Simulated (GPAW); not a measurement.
**A GW chain in GPAW: Cs3Bi (Fm-3m)**

Aim: the G0W0 gap of Cs3Bi (Fm-3m) on LDA, step by step.

Method: LDA and many-body steps on it, plane waves, in GPAW 26.7.0.

### Step 1. Set-up

Symmetry: Fm-3m, No. 225, cubic system. The conventional cell has a = 9.393 Å, b = 9.393 Å, c = 9.393 Å, α = 90.00°, β = 90.00°, γ = 90.00°. Nearest to Cs lie 4 Bi at 4.07 Å and 4 Cs at 4.07 Å. Cs has 8 Cs at 4.07 Å nearest. Bi has 8 Cs at 4.07 Å nearest. Farther neighbours are not listed.

Structure file:

```
Cs Bi
1.0
     0.00000    4.69659    4.69659
     4.69659    0.00000    4.69659
     4.69659    4.69659    0.00000
Cs Bi
3 1
Cartesian
  2.3483 2.3483 2.3483
  7.0449 7.0449 7.0449
  4.6966 4.6966 4.6966
  0.0000 0.0000 0.0000
```

The cell and positions are those that the Materials Project relaxed with its own functionals (PBE, PBE+U or r2SCAN), kept fixed. Spin-orbit coupling is left out unless a step names it.

### Step 2. Ground state

This step: GPAW 26.7.0; DFT, LDA, plane waves, PAW.

The ground-state density comes first.

run.py reads:

```python
import json
import numpy as np
from gpaw.mpi import world
from ase import Atoms
from gpaw import GPAW, PW, FermiDirac

atoms = Atoms(['Cs', 'Cs', 'Cs', 'Bi'],
    cell=[[0.0000000000, 4.6965938250, 4.6965938250],
      [4.6965938250, 0.0000000000, 4.6965938250],
      [4.6965938250, 4.6965938250, 0.0000000000]],
    scaled_positions=[[0.2500000000, 0.2500000000, 0.2500000000],
      [0.7500000000, 0.7500000000, 0.7500000000],
      [0.5000000000, 0.5000000000, 0.5000000000],
      [0.0000000000, 0.0000000000, 0.0000000000]],
    pbc=(True, True, True))
calc = GPAW(mode=PW(450),
    xc='LDA',
    kpts={'size': (4, 4, 4), 'gamma': True},
    occupations=FermiDirac(0.001),
    nbands=-8,
    convergence={'density': 1e-6, 'bands': -3},
    maxiter=100,
    txt='gs.txt')
atoms.calc = calc
res = {'energy': atoms.get_potential_energy()}
kpts = calc.get_ibz_k_points()
res['kpts'] = kpts
res['eigenvalues'] = [calc.get_eigenvalues(kpt=k) for k in range(len(kpts))]
res['n_electrons'] = calc.get_number_of_electrons()
calc.write('gs.gpw')

if world.rank == 0:
    with open('result.json', 'w') as f:
        json.dump(res, f, default=lambda x: x.tolist())
```

Launch:

```bash
$ mpirun -n 4 gpaw python run.py
```

Numbers of over 12 decimals in the logs are rounded to 6 here.

Log:

```text
__  _  _
 | _ |_)|_||  |
 |__||  | ||/\| - 26.7.0

Input parameters:
  mode=PW(ecut=450.000000),
  convergence={'density': 1e-06, 'bands': -3},
  kpts=MonkhorstPack(size=(4, 4, 4), gamma=True),
  maxiter=100,
  nbands=-8,
  occupations=Occupations(name='fermi-dirac', width=0.001, fixmagmom=False),
  xc=XC(name='LDA')
  [... matrices ...]
Diagonalizing LCAO Hamiltonian
Converting LCAO to pw mode

                             Cs

                      Cs

              Cs

       Bi

Atoms  # Å, Bohr magnetons
|   | symbol |        x |        y |        z |    initial magnetic moments |
| 0 |     Cs | 2.348297 | 2.348297 | 2.348297 | ( 0.0000,  0.0000,  0.0000) |
| 1 |     Cs | 7.044891 | 7.044891 | 7.044891 | ( 0.0000,  0.0000,  0.0000) |
| 2 |     Cs | 4.696594 | 4.696594 | 4.696594 | ( 0.0000,  0.0000,  0.0000) |
| 3 |     Bi | 0.000000 | 0.000000 | 0.000000 | ( 0.0000,  0.0000,  0.0000) |

Unit cell  # Å
| periodic |        x |        y |        z |  lengths |    angles |
|      yes | 0.000000 | 4.696594 | 4.696594 | 6.641987 | 60.000000 |
|      yes | 4.696594 | 0.000000 | 4.696594 | 6.641987 | 60.000000 |
|      yes | 4.696594 | 4.696594 | 0.000000 | 6.641987 | 60.000000 |

Number of symmetries: 48
Symmetry operations  # r_c * U_cc + t_c -> r_c
|    | kind |            matrix            |
|  0 |  σ   |  1, 0, 0,  1, 0,-1,  1,-1, 0 |
|  1 |  C2  |  1, 0, 0,  1,-1, 0,  1, 0,-1 |
|  2 |  E   |  1, 0, 0,  0, 1, 0,  0, 0, 1 |
|  3 |  σ   |  1, 0, 0,  0, 0, 1,  0, 1, 0 |
|  4 |  C4  |  1, 0,-1,  1, 0, 0,  1,-1, 0 |
|  5 |  S6  |  1, 0,-1,  1,-1, 0,  1, 0, 0 |
|  6 |  σ   |  1, 0,-1,  0, 1,-1,  0, 0,-1 |
|  7 |  C3  |  1, 0,-1,  0, 0,-1,  0, 1,-1 |
|  8 |  S6  |  1,-1, 0,  1, 0, 0,  1, 0,-1 |
|  9 |  C4  |  1,-1, 0,  1, 0,-1,  1, 0, 0 |
| 10 |  C3  |  1,-1, 0,  0,-1, 1,  0,-1, 0 |
| 11 |  σ   |  1,-1, 0,  0,-1, 0,  0,-1, 1 |
| 12 |  σ   |  0, 1, 0,  1, 0, 0,  0, 0, 1 |
| 13 |  C4  |  0, 1, 0,  0, 1,-1, -1, 1, 0 |
| 14 |  C3  |  0, 1, 0,  0, 0, 1,  1, 0, 0 |
| 15 |  S6  |  0, 1, 0, -1, 1, 0,  0, 1,-1 |
| 16 |  C2  |  0, 1,-1,  1, 0,-1,  0, 0,-1 |
| 17 |  σ   |  0, 1,-1,  0, 1, 0, -1, 1, 0 |
| 18 |  S4  |  0, 1,-1,  0, 0,-1,  1, 0,-1 |
| 19 |  C4  |  0, 1,-1, -1, 1, 0,  0, 1, 0 |
| 20 |  C3  |  0, 0, 1,  1, 0, 0,  0, 1, 0 |
| 21 |  σ   |  0, 0, 1,  0, 1, 0,  1, 0, 0 |
| 22 |  S6  |  0, 0, 1,  0,-1, 1, -1, 0, 1 |
| 23 |  C4  |  0, 0, 1, -1, 0, 1,  0,-1, 1 |
| 24 |  S4  |  0, 0,-1,  1, 0,-1,  0, 1,-1 |
| 25 |  C3  |  0, 0,-1,  0, 1,-1,  1, 0,-1 |
| 26 |  C2  |  0, 0,-1,  0,-1, 0, -1, 0, 0 |
| 27 |  S6  |  0, 0,-1, -1, 0, 0,  0,-1, 0 |
| 28 |  S4  |  0,-1, 1,  1,-1, 0,  0,-1, 0 |
| 29 |  C4  |  0,-1, 1,  0, 0, 1, -1, 0, 1 |
| 30 |  C2  |  0,-1, 1,  0,-1, 0,  1,-1, 0 |
| 31 |  σ   |  0,-1, 1, -1, 0, 1,  0, 0, 1 |
| 32 |  C3  |  0,-1, 0,  1,-1, 0,  0,-1, 1 |
| 33 |  S6  |  0,-1, 0,  0, 0,-1, -1, 0, 0 |
| 34 |  S4  |  0,-1, 0,  0,-1, 1,  1,-1, 0 |
| 35 |  C2  |  0,-1, 0, -1, 0, 0,  0, 0,-1 |
| 36 |  C2  | -1, 1, 0,  0, 1, 0,  0, 1,-1 |
| 37 |  S6  | -1, 1, 0,  0, 1,-1,  0, 1, 0 |
| 38 |  S4  | -1, 1, 0, -1, 0, 1, -1, 0, 0 |
| 39 |  C3  | -1, 1, 0, -1, 0, 0, -1, 0, 1 |
| 40 |  S6  | -1, 0, 1,  0, 0, 1,  0,-1, 1 |
| 41 |  C2  | -1, 0, 1,  0,-1, 1,  0, 0, 1 |
| 42 |  C3  | -1, 0, 1, -1, 1, 0, -1, 0, 0 |
| 43 |  S4  | -1, 0, 1, -1, 0, 0, -1, 1, 0 |
| 44 |  C2  | -1, 0, 0,  0, 0,-1,  0,-1, 0 |
| 45 |  i   | -1, 0, 0,  0,-1, 0,  0, 0,-1 |
| 46 |  σ   | -1, 0, 0, -1, 1, 0, -1, 0, 1 |
| 47 |  C2  | -1, 0, 0, -1, 0, 1, -1, 1, 0 |

BZ-sampling:
  Number of BZ points: 64
  Number of IBZ points: 8

  Monkhorst-Pack size: [4, 4, 4]
  Monkhorst-Pack shift: [0.125, 0.125, 0.125]

K-points  # in reciprocal-cell coordinates
|   |                                coordinates |     weight |
| 0 | (  0.00000000,   0.00000000,   0.00000000) | 0.01562500 |
| 1 | (  0.25000000,   0.25000000,   0.00000000) | 0.09375000 |
| 2 | (  0.25000000,   0.25000000,   0.25000000) | 0.12500000 |
| 3 | (  0.50000000,   0.25000000,  -0.25000000) | 0.09375000 |
| 4 | (  0.50000000,   0.25000000,   0.25000000) | 0.18750000 |
| 5 | (  0.50000000,   0.50000000,   0.00000000) | 0.04687500 |
| 6 | (  0.50000000,   0.50000000,   0.25000000) | 0.37500000 |
| 7 | (  0.50000000,   0.50000000,   0.50000000) | 0.06250000 |

Plane wave coefficients: 4520
Cutoff: 450.000000 eV

Spin-components: 1 (collinear spins)
Bands:           29
Projectors:      21
Spin-degeneracy: 2
Datatype:        complex128

  Storage: CPU
  Wave functions: 16_618_624 bytes (4_154_656 per core)
  Projectors: 13_753_344 bytes (3_438_336 per core)
  [... matrices ...]
Parallelization:
  kpt:    4
  domain: 1
  band:   1

Density:
  Valence electrons: 42.0
  Components: 1
  Grid points: [35 35 35]
  Charge: 0.0  # |e|

Potential:
  Grid points: [35 35 35]

species:
  Cs:
    name:    Caesium
    Z:       55.0
    valence: 9
    core:    46
    charge:  0.0  # [|e|]
    compensation charges:
      type: gauss
      rc: 0.33  # [Å]
      lmax: 2
    cutoffs:
      filter: 2.06  # [Å]
      core: 2.51  # [Å]
    projectors
    | kind |    occ | energy [eV] | rcut [Å] |
    |   5s |  2.000 |     -26.872 |    1.164 |
    |   6s |  1.000 |      -2.224 |    1.164 |
    |   5p |  6.000 |     -13.611 |    1.058 |
    |    p |        |      13.601 |    1.058 |
    |    d |        |       0.000 |    1.058 |

    Using partial waves for Cs as LCAO basis

  Bi:
    name:    Bismuth
    Z:       83.0
    valence: 15
    core:    68
    charge:  0.0  # [|e|]
    compensation charges:
      type: gauss
      rc: 0.38  # [Å]
      lmax: 2
    cutoffs:
      filter: 2.23  # [Å]
      core: 2.33  # [Å]
    projectors
    | kind |    occ | energy [eV] | rcut [Å] |
    |   6s |  2.000 |     -14.665 |    1.286 |
    |   6p |  3.000 |      -4.777 |    1.275 |
    |   5d | 10.000 |     -27.225 |    1.349 |
    |    s |        |      12.546 |    1.286 |
    |    p |        |      22.434 |    1.275 |
    |    d |        |      -0.013 |    1.349 |

    Using partial waves for Bi as LCAO basis

Reference energy: -1219441.143472  # eV

eigensolver:
  PPCG
  Converge bands: -3
  niter=2

density mixing:
  MSR1-Mixer
  Pratt-step length: 0.05
  Maximum mixing coefficient: 0.75
  Old densities: 10
  SVD Regularization: 0.005
  Good broyden scale: 1.0
  Trust region scale: 1.0
  Backstep threshold: 4.0
  History deletion threshold: 6.0
  Fourier metric: weight=20.0, sigma=0.015

occupation numbers:
  Fermi-Dirac:
    width: 0.0010  # eV

poisson solver:
  ecut: 3600.000000  # eV

xc functional:
  name: None

Initialization done in: 0.978 s

convergence criteria:
- Maximum integral of absolute [dens]ity change: 1e-06 electrons / valence electron
- Maximum [total energy] change in last 3 cyles: 0.0005 eV / valence electron
- Maximum integral of absolute [eigenst]ate change: 4e-08 eV^2 / valence electron
maximum number of iterations: 100

SCF iterations
|iter     |     time |      energy | eigst |  dens |
|iter:   1|  |  -12.414325 | +0.96 |       |
|iter:   2|  |  -11.890577 | -0.25 | -1.08 |
|iter:   3|  |  -10.046664 | -1.00 | -1.13 |
|iter:   4|  |  -10.020859 | -1.62 | -1.76 |
|iter:   5|  |  -10.015895 | -2.57 | -2.14 |
|iter:   6|  |  -10.015759c| -2.80 | -2.58 |
|iter:   7|  |  -10.015796c| -2.76 | -3.48 |
|iter:   8|  |  -10.015805c| -2.42 | -3.99 |
|iter:   9|  |  -10.015806c| -2.22 | -4.65 |
|iter:  10|  |  -10.015806c| -2.56 | -5.05 |
|iter:  11|  |  -10.015806c| -3.63 | -5.62 |
|iter:  12|  |  -10.015806c| -4.66 | -6.38c|
|iter:  13|  |  -10.015806c| -5.28 | -6.88c|
|iter:  14|  |  -10.015806c| -6.17 | -7.76c|
|iter:  15|  |  -10.015806c| -6.83 | -8.18c|
|iter:  16|  |  -10.015806c| -7.51c| -8.48c|

Converged in 16 steps
SCF loop duration: 8.794 s (0.550 s/step)
Energy contributions relative to reference atoms: (reference = -1219441.143472)
  [... matrices ...]
Energy contributions:
  Kinetic:           7.716977
  Coulomb:          -3.485377
  Zero:             -1.500155
  External:          0.000000
  Xc:              -12.747251
  Entropy:          -0.000000
  Spinorbit:         0.000000
  ----------------------------
  Free energy:     -10.015806
  Extrapolated:    -10.015806

dipole moment: (-36.586310, -36.586310, -36.586310)  # |e|*Ang

Fermi level: 4.741
Eigenvalues  # (at kpt = [0.000, 0.000, 0.000])
| band index |      eig [eV] | occ [0-2] |
|          0 |       -18.839 |     2.000 |
|        ... |               |           |
|         13 |        -4.953 |     2.000 |
|         14 |        -4.598 |     2.000 |
|         15 |        -4.598 |     2.000 |
|         16 |        -4.598 |     2.000 |
|         17 |        -4.260 |     2.000 |
|         18 |         4.264 |     2.000 |
|         19 |         4.264 |     2.000 |
|         20 |         4.264 |     2.000 |
|         21 |         4.764 |     0.000 |
|         22 |         5.775 |     0.000 |
|         23 |         5.775 |     0.000 |
|         24 |         7.598 |     0.000 |
|         25 |         7.598 |     0.000 |
|         26 |         7.598 |     0.000 |
|         27 |         9.346 |     0.000 |
|         28 |         9.346 |     0.000 |

Gap: 0.124 eV
Transition (v -> c):
  (s=0, k=5, n=20, [0.50, 0.50, 0.00]) -> (s=0, k=0, n=21, [0.00, 0.00, 0.00])
Direct/indirect transitions are different
Direct gap: 0.500 eV
Transition at: (s=0, k=0, n=20, [0.00, 0.00, 0.00])
# Writing to gs.gpw (mode='')
  [... matrices ...]
```

Wall time 11 s (4 MPI ranks of Arm Neoverse V2, shared host); peak memory 0.81 GiB.

Numbers from this step:

| Quantity | Value |
| --- | --- |
| total energy | -10.02 eV |
| gap | 0.1235 eV |
| k of the valence top | 0.5, 0.5, 0 |
| k of the conduction bottom | 0, 0, 0 |
| least direct gap | 0.5003 eV |

The gap is indirect, with the least direct gap 0.38 eV higher.

### Step 3. Empty states on the mesh, 2×2×2 mesh, 480 bands

The sums over transitions need many empty states on a uniform mesh; this step solves for them.

run.py reads:

```python
import json
import numpy as np
from gpaw.mpi import world
from gpaw import GPAW

calc = GPAW('gs.gpw').fixed_density(kpts={'size': (2, 2, 2), 'gamma': True},
    parallel={'domain': 1, 'band': 1},
    txt='nscf.txt')
calc.diagonalize_full_hamiltonian(nbands=480)
calc.write('full.gpw', mode='all')
res = {}
kpts = calc.get_ibz_k_points()
res['kpts'] = kpts
res['eigenvalues'] = [calc.get_eigenvalues(kpt=k) for k in range(len(kpts))]
res['n_electrons'] = calc.get_number_of_electrons()

if world.rank == 0:
    with open('result.json', 'w') as f:
        json.dump(res, f, default=lambda x: x.tolist())
```

Launch:

```bash
$ mpirun -n 3 gpaw python run.py
```

Log:

```text
Diagonalizing LCAO Hamiltonian
Converting LCAO to pw mode
convergence criteria:
- Maximum integral of absolute [eigenst]ate change: 4e-08 eV^2 / valence electron
maximum number of iterations: 100

SCF iterations
|iter     |     time |      energy | eigst |  dens |
|iter:   1|  |             | +1.06 |       |
|iter:   2|  |             | -0.49 |       |
|iter:   3|  |             | -1.77 |       |
[...]
|iter:  13|  |             | -6.78 |       |
|iter:  14|  |             | -7.20 |       |
|iter:  15|  |             | -7.47c|       |
SCF steps: 15
  __  _  _
 | _ |_)|_||  |
 |__||  | ||/\| - 26.7.0

Input parameters:
  mode=PW(ecut=450.000000),
  convergence={'density': 1e-06, 'bands': -3},
  gpts=array([35, 35, 35]),
  kpts=MonkhorstPack(size=(2, 2, 2), gamma=True),
  maxiter=100,
  nbands=29,
  occupations=Occupations(name='fermi-dirac', width=0.001, fixmagmom=False),
  parallel={'domain': 1, 'band': 1},
  xc=XC(name='LDA')
Matrix size: 4477x4477
# Writing to full.gpw (mode='all')
  [... matrices ...]

timing:  # [seconds]
  Total: 67.643  # ━━━━━━━━━━━━━━━━━━━━━━━━━━━━━━━━━━━━━━━━━━━━━━━━━━━━━━━━━━
```

The job ended after 74 s (3 MPI ranks; peak memory 4.4 GiB; 3.7 min of CPU time).

Numbers from this step:

```yaml
gap: 0.1235 eV
k_of_the_valence_top: 0.5, 0.5, 0
k_of_the_conduction_bottom: 0, 0, 0
least_direct_gap: 0.5003 eV
k_points_computed: 3
lowest_point_of_the_top_converged_band_above_the_valence_top: 91.0690 eV
```

On this mesh the gap is 0.124 eV.

### Step 4. Screening and self-energy, 2×2×2 mesh, 218 bands, screening to 60 eV

Now the one-shot GW correction: screening in the RPA, then the self-energy of the levels asked for.

This step: G0W0 on LDA, plane waves, PAW.

run.py reads:

```python
import json
import numpy as np
from gpaw.mpi import world
from gpaw.response.g0w0 import G0W0

gw = G0W0('full.gpw',
    filename='gw',
    kpts=[0, 1],
    bands=(19, 23),
    ecut=60,
    nbands=218,
    integrate_gamma='WS',
    ppa=True)
gw.calculate()
res = {mode: {k: v for k, v in r.items() if k != 'sigma_eskwn'}
       for mode, r in gw.all_results.items()}

if world.rank == 0:
    with open('result.json', 'w') as f:
        json.dump(res, f, default=lambda x: x.tolist())
```

Launch:

```bash
$ mpirun -n 4 gpaw python run.py
```

Log:

```text
Using integrator: PointIntegrator
FrequencyGridDescriptor(from 0.000+0.000j to 0.000+27.211j eV, 2 points)
Nonperiodic BCs:  [False False False]
Using integrator: PointIntegrator
FrequencyGridDescriptor(from 0.000+0.000j to 0.000+27.211j eV, 2 points)
Nonperiodic BCs:  [False False False]
  ___  _ _ _
 |   || | | |
 | | || | | |
 |__ ||_____|
 |___|

BZ k-points: Symmetries present (total): 48

  [... matrices ...]
8 k-points: 2 x 2 x 2 Monkhorst-Pack grid + [1/4,1/4,1/4]
3 k-points in the irreducible part of the Brillouin zone
       k-points in crystal coordinates                weights
   0:     0.00000000    0.00000000    0.00000000          1/8
   1:     0.50000000    0.50000000    0.00000000          3/8
   2:     0.50000000    0.50000000    0.50000000          4/8

Distributing spins, k-points and bands (1 x 2 x 4) over 4 processes
Number of blocks: 1

Quasi particle states:
k-points (IBZ indices): [0, 1]
Band range: (19, 23)
  [... matrices ...]
Computational parameters:
Plane wave cut-off: 60 eV
Number of bands: 218
Coulomb cutoff: None
Broadening: 0.1 eV

fxc modes: GW
Kernel: RPA
Using Godby-Needs plasmon-pole approximation:
  Fitting energy: i*E0, E0 = 1.000 Hartree
Summing all q:

Calculating screened Coulomb potential
No Coulomb truncation
FrequencyGridDescriptor(from 0.000+0.000j to 0.000+27.211j eV, 2 points)
Removing empty qpoint cache files...

Calculating chi0 body with:
    Ground state adapter containing:
    Number of spins: 1
    Number of kpoints: 8
    Number of irreducible kpoints: 3
    Number of completely occupied states: 21
    Number of partially occupied states: 21
    Occupied states memory: 13.738632 M / cpu

    Linear response parametrization:
    q_c: [0.0, 0.0, 0.0]
    Number of frequency points: 2
    Planewave cutoff: 60.0
    Number of bands: 218
    Number of planewaves: 229
    Broadening (eta): 1e-06
    comm.size: 4
    kncomm.size: 4
    blockcomm.size: 1

    Memory estimate of potentially large arrays:
        chi0_wGG: 1.600372 M / cpu
Integrating chi0 body.

Symmetries of q_c:
    Direct symmetries (Uq -> q): 48
    Indirect symmetries (TUq -> q): 0
In total 48 allowed symmetries.

  [... matrices ...]
3 groups of equivalent kpoints. 62.5% reduction.

Integral kind: response function
Integrating chi0 head and wings.

Symmetries of q_c:
    Direct symmetries (Uq -> q): 48
    Indirect symmetries (TUq -> q): 0
In total 48 allowed symmetries.

  [... matrices ...]
3 groups of equivalent kpoints. 62.5% reduction.

Integral kind: response function wings

Calculating chi0 body with:
    Ground state adapter containing:
    Number of spins: 1
    Number of kpoints: 8
    Number of irreducible kpoints: 3
    Number of completely occupied states: 21
    Number of partially occupied states: 21
    Occupied states memory: 13.738632 M / cpu

[... the further q-points ...]

Results:
f:      Occupation numbers
eps:     KS-eigenvalues [eV]
vxc:     KS vxc [eV]
exx:     Exact exchange [eV]
sigma:   Self-energies [eV]
dsigma:  Self-energy derivatives
Z:       Renormalization factors
qp:      QP-energies [eV]

k-point 0 (0): (0.000, 0.000, 0.000)                GW
band       f     eps     vxc     exx   sigma  dsigma       Z      qp
                                                                   GW
  19   1.000   4.264 -10.554 -12.007   1.063  -0.295   0.772   3.962
  20   1.000   4.264 -10.554 -12.007   1.062  -0.295   0.772   3.962
  21   0.000   4.764  -9.165  -5.318  -3.325  -0.256   0.796   5.180
  22   0.000   5.775  -8.054  -4.066  -3.619  -0.256   0.796   6.069

k-point 1 (1): (0.500, 0.500, 0.000)                GW
band       f     eps     vxc     exx   sigma  dsigma       Z      qp
                                                                   GW
  19   1.000   4.640 -11.228 -12.682   1.115  -0.291   0.775   4.378
  20   1.000   4.640 -11.228 -12.682   1.115  -0.291   0.775   4.378
  21   0.000   5.651  -8.349  -4.159  -3.761  -0.255   0.797   5.992
  22   0.000   5.865  -8.795  -4.649  -3.667  -0.256   0.796   6.245
```

The job ended after 24 s (4 MPI ranks; peak memory 1.9 GiB; 96 s of CPU time).

This step gave:

```yaml
g0w0_gap_on_the_points_computed: 0.8013 eV
least_direct_g0w0_gap_on_the_computed_points: 1.217 eV
z_at_the_valence_top: 0.7747
z_at_the_conduction_bottom: 0.7959
starting_gap_on_the_mesh: 0.1235 eV
k_of_the_valence_top: 0.5, 0.5, 0
k_of_the_conduction_bottom: 0, 0, 0
```

The gap on the mesh goes from 0.12 eV to 0.80 eV, a correction of +0.68 eV.

Limits: finite bands, cutoff and mesh; model gap, bands may invert with spin-orbit coupling; no spin-orbit coupling; coarse k mesh. v1 is the top filled band, c1 the lowest empty one. Levels before and after the correction, in eV, zero at the valence-band top of each column:

|  | conduction bottom | valence top |
| --- | --- | --- |
| Kohn-Sham | 0.12 | 0.00 |
| G0W0 | 0.80 | 0.00 |

|  | level | energy (eV) |
| --- | --- | --- |
| Kohn-Sham | Γ v2-v1 | -0.377 |
| Kohn-Sham | Γ c1 | 0.124 |
| Kohn-Sham | Γ c2 | 1.135 |
| Kohn-Sham | (0.5 0.5 0) v2-v1 | 0.000 |
| Kohn-Sham | (0.5 0.5 0) c1 | 1.010 |
| Kohn-Sham | (0.5 0.5 0) c2 | 1.224 |
| G0W0 | Γ v2-v1 | -0.416 |
| G0W0 | Γ c1 | 0.801 |
| G0W0 | Γ c2 | 1.691 |
| G0W0 | (0.5 0.5 0) v2-v1 | 0.000 |
| G0W0 | (0.5 0.5 0) c1 | 1.614 |
| G0W0 | (0.5 0.5 0) c2 | 1.867 |

### Step 5. Where the time went

Times are wall times on the hardware named with each run, good to a factor of about two.

| step | time | share | memory (GiB) |
| --- | --- | --- | --- |
| ground state | 11 s | 10 % | 0.81 |
| empty states on the mesh | 74 s | 67 % | 4.4 |
| screening and self-energy | 24 s | 22 % | 1.9 |

### Step 6. Outcome

* LDA gap: 0.12 eV, indirect
* G0W0 gap on the mesh: 0.80 eV
* GW settings: 2×2×2 mesh, 218 bands, screening to 60 eV, Godby-Needs plasmon pole
* known limits: not at the basis limit; model gap, bands may invert with spin-orbit coupling; no spin-orbit coupling; coarse k mesh

In words: G0W0 moves the gap on the mesh from 0.12 eV to 0.80 eV (+0.68 eV), with Z of 0.77 and 0.80 at the edges. Only 2 of the mesh's irreducible points were corrected, so a valley elsewhere could overtake. The dearest step here is «empty states on the mesh». Bands and cutoff are finite, so the gap is not at the basis limit. The miss can reach some tenths of an eV and take either sign; the mesh is an error of its own. These stock PAW sets were not made for GW. In the G0W0 run levels were corrected at 2 k points alone, so a gap called «on the mesh» is the least over those, and an edge elsewhere would be missed. The 2×2×2 mesh is coarse for this cell, which bears on the long-range parts of exchange and screening. Where an edge is built on 6p states of lead, bismuth or thallium, scalar-relativistic gaps usually stand too wide, by a few tenths to over one eV. With atoms this heavy and so narrow a gap, spin-orbit coupling can invert the bands. These scalar-relativistic gaps are then model values, not to be set against experiment, and a spin-orbit change taken from DFT can't simply be added.

[Paths, hosts, dates, memory and timing lines, banners, echoed tables and standing remarks are left out of the program output.]

[Logs are printed without paths, hosts, clocks, repeated set-up lines and the standing remarks that a program may print on its own settings, such as how far it seeks lower states.]

[Runs of the session that timed out or met a known fault of the program may be left out.]

[Hosts, paths, dates, database ids (printed as entryN), source tags and the programs' standing remarks are cut or masked in the printed files.]
